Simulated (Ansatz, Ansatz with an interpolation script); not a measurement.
Planning a run of Ansatz 0.2.0 on SiO2 (Imma). The input:

```yaml
crystal:
  lattice:
    - [-2.62333646, 4.776753505, 4.441674725]
    - [2.62333646, -4.776753505, 4.441674725]
    - [2.62333646, 4.776753505, -4.441674725]
  atoms:
    - { symbol: Si, position: [0.9295488, 0.84494489, 0.08460391] }
    - { symbol: Si, position: [0.73965902, 0.15505511, 0.58460391] }
    - { symbol: Si, position: [0.0704512, 0.15505511, 0.91539609] }
    - { symbol: Si, position: [0.26034098, 0.84494489, 0.41539609] }
    - { symbol: O, position: [0.13068887, 0.88068887, 0.25] }
    - { symbol: O, position: [0.86931113, 0.11931113, 0.75] }
    - { symbol: O, position: [0.79317541, 0.5, 0.79317541] }
    - { symbol: O, position: [0.20682459, 0.0, 0.70682459] }
    - { symbol: O, position: [0.20682459, 0.5, 0.20682459] }
    - { symbol: O, position: [0.79317541, 0.0, 0.29317541] }
    - { symbol: O, position: [0.0, 0.0, 0.0] }
    - { symbol: O, position: [0.5, 0.0, 0.5] }
kpoints:
  mp_grid: { grid: [4, 4, 4] }
hamiltonian:
  xc: lda
scf:
  occupations: { method: fixed }
gw:
  n_empty_bands: 664
  ecut_chi: 120
  qp_bands: [v24, c4]
  screening: { model: contour_deformation }
```

```sh
ansatz run input.yaml --threads 16 --pin off --max-ram 64512MiB --backend cuda --events-out ev --progress --plain --runs-dir out --devices 1 --max-vram 78GiB
```

Q: How long will it take on 1 × NVIDIA GB200 (shared by 2 runs) with 16 threads of Arm Neoverse V2, shared host, and how much memory?

It took 51 s; on shared hardware allow 26 s to 1.7 min. Peak host memory was 2.8 GiB. The sizes that set the cost: 4321 plane waves a state, 18 irreducible k points, 696 bands summed, 675 plane waves in the screening and 7 SCF cycles.

The screening grows as filled bands × empty bands × pairs of k points, times the square of the screening basis for the matrix.

[Paths, hosts, dates, memory and timing lines, banners, echoed tables and standing remarks are left out of the program output.]

[Logs are printed without paths, hosts, clocks, repeated set-up lines and the standing remarks that a program may print on its own settings, such as how far it seeks lower states.]

[Runs of the session that timed out or met a known fault of the program may be left out.]

[Hosts, paths, dates, database ids (printed as entryN), source tags and the programs' standing remarks are cut or masked in the printed files.]
